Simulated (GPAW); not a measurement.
# Na/Rh(110): work function by functional and basis, part 2 of 2

How far do functional and basis move the work function of Na/Rh(110)?

GPAW 26.7.0; GPAW, PAW setups; slab in vacuum, relaxation (the session's first sound run).

So far, upper work function (eV): step 2 (relaxing the atoms, PBE, GPAW) 2.64; step 3 (plane waves, PBE) 2.64; step 4 (self-consistent run: xc = "vdW-DF2", GPAW, PAW setups, GPAW) 2.91; step 5 (OptPBE vdW: xc = "optPBE-vdW", GPAW, PAW setups, GPAW) 2.80; step 6 (self-consistent run: xc = "revPBE") 2.57.

## 7. Self-consistent run: xc = "LDA"

The same geometry under LDA, to see how far the functional moves the levels against the vacuum.

run.py reads:

```python
import json
import numpy as np
from ase import Atoms
from gpaw import GPAW, PW

slab = Atoms(
    ['Rh', 'Rh', 'Rh', 'Rh', 'Rh', 'Na'],
    positions=[
        [0.00000, 0.00000, 8.00000],
        [1.90000, 1.34350, 9.34350],
        [0.00000, 0.00000, 10.68701],
        [1.90000, 1.34350, 12.14380],
        [0.00000, -0.00000, 13.36855],
        [1.90000, 1.34350, 15.28575]],
    cell=[[3.8, 0.0, 0.0], [0.0, 2.68701, 0.0], [0.0, 0.0, 23.61984]],
    pbc=[True, True, False])

slab.calc = GPAW(mode=PW(400), xc='LDA', kpts={'size': (8, 12, 1), 'gamma': True},
                 occupations={'name': 'fermi-dirac', 'width': 0.1}, nbands='160%',
                 convergence={'density': 1e-05}, maxiter=200,
                 poissonsolver={'dipolelayer': 'xy'},
                 symmetry={'tolerance': 1e-3}, txt='slab.txt')
result = {}
energy = slab.get_potential_energy()
fermi = slab.calc.get_fermi_level()
v = slab.calc.get_electrostatic_potential().mean((0, 1)) - fermi
n = slab.calc.get_pseudo_density().mean((0, 1))
L = slab.cell[2, 2]
z = np.arange(len(v)) * L / len(v)
low, high = slab.positions[:, 2].min(), slab.positions[:, 2].max()
below, above = np.interp([low - 5.8, high + 5.8], z, v)
slopes = [np.interp(x, z, np.gradient(v, z)) for x in (low - 5.8, high + 5.8)]
eps = np.array([[slab.calc.get_eigenvalues(k, s) for k in range(len(slab.calc.get_ibz_k_points()))]
                for s in range(slab.calc.get_number_of_spins())]) - fermi
top, bottom = eps[eps < 0].max(), eps[eps > 0].min()
dipole = slab.get_dipole_moment()[2]
print(f'energy {energy:.4f} eV, Fermi level {fermi:.4f} eV, dipole {dipole:.5f} e A')
print(f'potential 5.8 A off the faces, from the Fermi level: lower {below:.4f} eV, upper {above:.4f} eV')
print(f'slope of the potential there: lower {slopes[0]:.5f}, upper {slopes[1]:.5f} eV/A')
print(f'nearest levels on the mesh: {top:.4f} and {bottom:.4f} eV')
print('magnetic moment', round(slab.get_magnetic_moment(), 3))
result.update(energy=energy, fermi=fermi, dipole=dipole, below=below, above=above, slopes=slopes, edges=[top, bottom],
              z=z.tolist(), v=v.tolist(), n=n.tolist(), positions=slab.positions.tolist(),
              forces=slab.get_forces(apply_constraint=False).tolist(), moments=slab.get_magnetic_moments().tolist())
json.dump(result, open('result.json', 'w'))
```

Run with:

```sh
> OMP_NUM_THREADS=1 OPENBLAS_NUM_THREADS=1 python run.py
```

The program printed:

```text
energy -41.9786 eV, Fermi level 0.9373 eV, dipole 0.13181 e A
potential 5.8 A off the faces, from the Fermi level: lower 5.0930 eV, upper 2.7573 eV
slope of the potential there: lower -0.00003, upper 0.00074 eV/A
nearest levels on the mesh: -0.0038 and 0.0003 eV
magnetic moment 0.0
```

It took 6 min on 1 thread of Arm Neoverse V2, shared host; peak memory 0.38 GiB.

This step gave:

```yaml
dipole_along_the_normal: 0.1318 e·Å
levels_nearest_the_fermi_level_on_the_mesh: -0.003759, 2.92e-4 eV from the Fermi level
upper_work_function: 2.757 eV
lower_work_function: 5.093 eV
```

The electrostatic potential energy of an electron (without an applied field's), less the Fermi level, planar mean oscillates, so the rows of the table below give means over windows of 1 Å about each position, cut where the curve ends. Its maxima inside the range that stand out by 2 % of the span (Å: eV): 2.4: 5.09, 8.6: -7.45, 10.0: -7.86, 11.4: -6.01, 12.8: -9.74, 14.4: 0.401. Its minima: 8.0: -14.3, 9.4: -15.2, 10.7: -15.0, 12.1: -15.3, 13.3: -14.8, 15.3: -3.86.

The electrostatic potential energy of an electron (without an applied field's), less the Fermi level, planar mean by z; means over each step:

```
z (Å)  electrostatic potential energy of an electron (without an applied field's), less the Fermi level, planar mean (eV)
    0                                                                                                                4.66
    1                                                                                                                5.09
    2                                                                                                                5.09
    3                                                                                                                5.09
    4                                                                                                                5.09
    5                                                                                                                5.07
    6                                                                                                                4.83
    7                                                                                                                1.42
    8                                                                                                               -11.2
    9                                                                                                               -11.2
   10                                                                                                               -10.4
   11                                                                                                               -10.7
   12                                                                                                               -12.1
   13                                                                                                               -12.2
   14                                                                                                               -4.55
   15                                                                                                               -2.11
   16                                                                                                              -0.629
   17                                                                                                                2.02
   18                                                                                                                2.62
   19                                                                                                                2.73
   20                                                                                                                2.75
   21                                                                                                                2.76
   22                                                                                                                2.76
   23                                                                                                                2.86
```

The upper face's work function is 2.757 eV, against 2.645 eV in the first plane-wave PBE run at this geometry.

## 8. Self-consistent run: xc = "RPBE"

The same geometry under RPBE, to see how far the functional moves the levels against the vacuum.

Changes to run.py since step 7:

```diff
@@ -17,3 +17,3 @@
 
-slab.calc = GPAW(mode=PW(400), xc='LDA', kpts={'size': (8, 12, 1), 'gamma': True},
+slab.calc = GPAW(mode=PW(400), xc='RPBE', kpts={'size': (8, 12, 1), 'gamma': True},
                  occupations={'name': 'fermi-dirac', 'width': 0.1}, nbands='160%',
```

The program printed:

```text
energy -32.1884 eV, Fermi level 1.3187 eV, dipole 0.11078 e A
potential 5.8 A off the faces, from the Fermi level: lower 4.5374 eV, upper 2.5741 eV
slope of the potential there: lower -0.00009, upper 0.00111 eV/A
nearest levels on the mesh: -0.0021 and 0.0021 eV
magnetic moment 0.0
```

It took 6.1 min on 1 thread; peak memory 0.38 GiB.

This step gave:

```
dipole along the normal                    : 0.1108 e·Å
levels nearest the Fermi level on the mesh : -0.002103, 0.002092 eV from the Fermi level
upper work function                        : 2.574 eV
lower work function                        : 4.537 eV
```

The electrostatic potential energy of an electron (without an applied field's), less the Fermi level, planar mean oscillates, so the rows of the table below give means over windows of 1 Å about each position, cut where the curve ends. Its maxima inside the range that stand out by 2 % of the span (Å: eV): 2.2: 4.54, 8.6: -7.86, 10.0: -8.27, 11.4: -6.44, 12.8: -10.1, 14.4: -0.107. Its minima: 8.0: -14.6, 9.4: -15.5, 10.7: -15.3, 12.1: -15.6, 13.3: -15.1, 15.3: -4.29.

The electrostatic potential energy of an electron (without an applied field's), less the Fermi level, planar mean by z; means over each step:

z (Å), electrostatic potential energy of an electron (without an applied field's), less the Fermi level, planar mean (eV) and a bar from the least value:
```
        0        4.2 #############################
        1        4.5 ##############################
        2        4.5 ##############################
        3        4.5 ##############################
        4        4.5 ##############################
        5        4.5 ##############################
        6        4.3 ##############################
        7        0.9 ########################
        8      -11.5 ##
        9      -11.6 ##
       10      -10.8 ###
       11      -11.1 ###
       12      -12.5 
       13      -12.5 
       14       -5.0 #############
       15       -2.6 #################
       16       -1.0 ####################
       17        1.8 #########################
       18        2.4 ##########################
       19        2.5 ###########################
       20        2.6 ###########################
       21        2.6 ###########################
       22        2.6 ###########################
       23        2.7 ###########################
```

The upper face's work function is 2.574 eV, against 2.645 eV in the first plane-wave PBE run at this geometry.

## 9. Real-space grid: mode = "fd"

A real-space grid is a second complete basis, so it checks the plane-wave result.

Changes to run.py since step 8:

```diff
@@ -3,3 +3,3 @@
 from ase import Atoms
-from gpaw import GPAW, PW
+from gpaw import GPAW
 
@@ -17,3 +17,3 @@
 
-slab.calc = GPAW(mode=PW(400), xc='RPBE', kpts={'size': (8, 12, 1), 'gamma': True},
+slab.calc = GPAW(mode='fd', h=0.18, xc='PBE', kpts={'size': (8, 12, 1), 'gamma': True},
                  occupations={'name': 'fermi-dirac', 'width': 0.1}, nbands='160%',
```

The program printed:

```text
energy -35.6032 eV, Fermi level -3.6791 eV, dipole 0.11685 e A
potential 5.8 A off the faces, from the Fermi level: lower 4.7145 eV, upper 2.6434 eV
slope of the potential there: lower -0.00004, upper 0.00083 eV/A
nearest levels on the mesh: -0.0005 and 0.0125 eV
magnetic moment 0.0
```

Elapsed: 35 min, on 1 thread; peak memory 2.2 GiB.

Numbers from this step:

- dipole along the normal: 0.1168 e·Å
- levels nearest the Fermi level on the mesh: -4.71e-4, 0.01248 eV from the Fermi level
- upper work function: 2.643 eV
- lower work function: 4.715 eV

The upper face's work function is 2.643 eV, against 2.645 eV in the first plane-wave PBE run at this geometry.

## 10. Atomic orbitals: mode = "lcao"

Atom-centred orbitals end a few angstrom from the surface, which tests how much the density's tail matters.

Changes to run.py since step 9:

```diff
@@ -17,4 +17,4 @@
 
-slab.calc = GPAW(mode='fd', h=0.18, xc='PBE', kpts={'size': (8, 12, 1), 'gamma': True},
-                 occupations={'name': 'fermi-dirac', 'width': 0.1}, nbands='160%',
+slab.calc = GPAW(mode='lcao', basis='dzp', h=0.18, xc='PBE', kpts={'size': (8, 12, 1), 'gamma': True},
+                 occupations={'name': 'fermi-dirac', 'width': 0.1}, nbands='120%',
                  convergence={'density': 1e-05}, maxiter=200,
```

The program printed:

```text
energy -33.6977 eV, Fermi level -3.6968 eV, dipole 0.11588 e A
potential 5.8 A off the faces, from the Fermi level: lower 4.7237 eV, upper 2.6699 eV
slope of the potential there: lower -0.00002, upper 0.00039 eV/A
nearest levels on the mesh: -0.0016 and 0.0033 eV
magnetic moment 0.0
```

Run time: 53 min. Hardware: 1 thread; peak memory 0.59 GiB.

This step gave:

```yaml
dipole_along_the_normal: 0.1159 e·Å
levels_nearest_the_fermi_level_on_the_mesh: -0.001590, 0.003319 eV from the Fermi level
upper_work_function: 2.670 eV
lower_work_function: 4.724 eV
```

The upper face's work function is 2.670 eV, against 2.645 eV in the first plane-wave PBE run at this geometry.

## 11. The ladder

Times are for 1 thread of Arm Neoverse V2, shared host. Results by setting:

| no. | run | upper work function (eV) | lower work function (eV) | time | memory (GiB) |
| --- | --- | --- | --- | --- | --- |
| 1 | pw | 2.645 | 4.715 | 5.8 min | 0.38 |
| 2 | vdW DF2 | 2.908 | 5.130 | 6.4 min | 0.53 |
| 3 | optPBE vdW | 2.802 | 4.919 | 6.3 min | 0.52 |
| 4 | revPBE | 2.569 | 4.557 | 6.1 min | 0.38 |
| 5 | LDA | 2.757 | 5.093 | 6 min | 0.38 |
| 6 | RPBE | 2.574 | 4.537 | 6.1 min | 0.38 |
| 7 | fd | 2.643 | 4.715 | 35 min | 2.2 |
| 8 | lcao | 2.670 | 4.724 | 53 min | 0.59 |

## 12. Side by side

Results and costs are gathered.

This step: comparison of work functions, dipole and cost (GPAW 26.7.0).

Ladder, by row:

```csv
step,code,"work function, upper (eV)","work function, lower (eV)",dipole (e Å),wall time (s),peak memory (GiB),threads
pw,GPAW,2.645,4.715,0.1169,350.9,0.38,1
vdW-DF2,GPAW,2.908,5.13,0.1254,386.8,0.53,1
optPBE-vdW,GPAW,2.802,4.919,0.1194,379.7,0.52,1
revPBE,GPAW,2.569,4.557,0.1122,367.5,0.38,1
LDA,GPAW,2.757,5.093,0.1318,360.2,0.38,1
RPBE,GPAW,2.574,4.537,0.1108,365.1,0.38,1
fd,GPAW,2.643,4.715,0.1168,2100,2.24,1
lcao,GPAW,2.67,4.724,0.1159,3169,0.59,1
```

## 13. A changed run

One more run, with changed settings.

This step: GPAW, PAW setups; slab in vacuum (GPAW 26.7.0).

Changes to run.py since step 10:

```diff
@@ -3,3 +3,3 @@
 from ase import Atoms
-from gpaw import GPAW
+from gpaw import GPAW, PW
 
@@ -17,5 +17,5 @@
 
-slab.calc = GPAW(mode='lcao', basis='dzp', h=0.18, xc='PBE', kpts={'size': (8, 12, 1), 'gamma': True},
-                 occupations={'name': 'fermi-dirac', 'width': 0.1}, nbands='120%',
-                 convergence={'density': 1e-05}, maxiter=200,
+slab.calc = GPAW(mode=PW(400), xc='PBE', kpts={'size': (8, 12, 1), 'gamma': True},
+                 occupations={'name': 'fermi-dirac', 'width': 0.1}, nbands='160%',
+                 convergence={'density': 1e-05}, maxiter=100,
                  poissonsolver={'dipolelayer': 'xy'},
@@ -30,4 +30,4 @@
 low, high = slab.positions[:, 2].min(), slab.positions[:, 2].max()
-below, above = np.interp([low - 5.8, high + 5.8], z, v)
-slopes = [np.interp(x, z, np.gradient(v, z)) for x in (low - 5.8, high + 5.8)]
+below, above = np.interp([low - 1.0, high + 1.0], z, v)
+slopes = [np.interp(x, z, np.gradient(v, z)) for x in (low - 1.0, high + 1.0)]
 eps = np.array([[slab.calc.get_eigenvalues(k, s) for k in range(len(slab.calc.get_ibz_k_points()))]
@@ -37,3 +37,3 @@
 print(f'energy {energy:.4f} eV, Fermi level {fermi:.4f} eV, dipole {dipole:.5f} e A')
-print(f'potential 5.8 A off the faces, from the Fermi level: lower {below:.4f} eV, upper {above:.4f} eV')
+print(f'potential 1.0 A off the faces, from the Fermi level: lower {below:.4f} eV, upper {above:.4f} eV')
 print(f'slope of the potential there: lower {slopes[0]:.5f}, upper {slopes[1]:.5f} eV/A')
```

The program printed:

```text
energy -35.3443 eV, Fermi level 1.2038 eV, dipole 0.11686 e A
potential 1.0 A off the faces, from the Fermi level: lower 1.9503 eV, upper 0.5393 eV
slope of the potential there: lower -7.52998, upper 3.15271 eV/A
nearest levels on the mesh: -0.0032 and 0.0005 eV
magnetic moment 0.0
```

It took 5.9 min on 1 thread; peak memory 0.38 GiB.

The run finished. A setting was moved off its sound value on purpose, so it serves as a test and not as the result.

The fault put into the input: the potential probed 1 A off the face (probe = 1.0).

## 14. Results

```json
{
 "work function, upper and lower face": "2.645 and 4.715 eV",
 "dipole along the normal": "0.117 e Å"
}
```

With plane waves and PBE the work function is 2.64 eV on the upper face and 4.72 eV on the lower. The two faces differ by 2.1 eV, the step that the slab's dipole makes (e p/(ε0 A) gives 2.1 eV), so the dipole layer is needed. Over the sound runs of the table the upper face's work function spans 2.569 (revPBE) to 2.908 eV (vdW-DF2). The cell of 10.2 Å² holds one Na, started on one chosen site; other sites and coverages weren't tried. The in-plane lattice was kept as typed, which isn't the functional's own and leaves some strain; spin-orbit coupling and temperature are left out.

[Logs are printed without paths, hosts, clocks, repeated set-up lines and the standing remarks that a program may print on its own settings, such as how far it seeks lower states.]

[Hosts, paths, dates, database ids (printed as entryN), source tags and the programs' standing remarks are cut or masked in the printed files.]
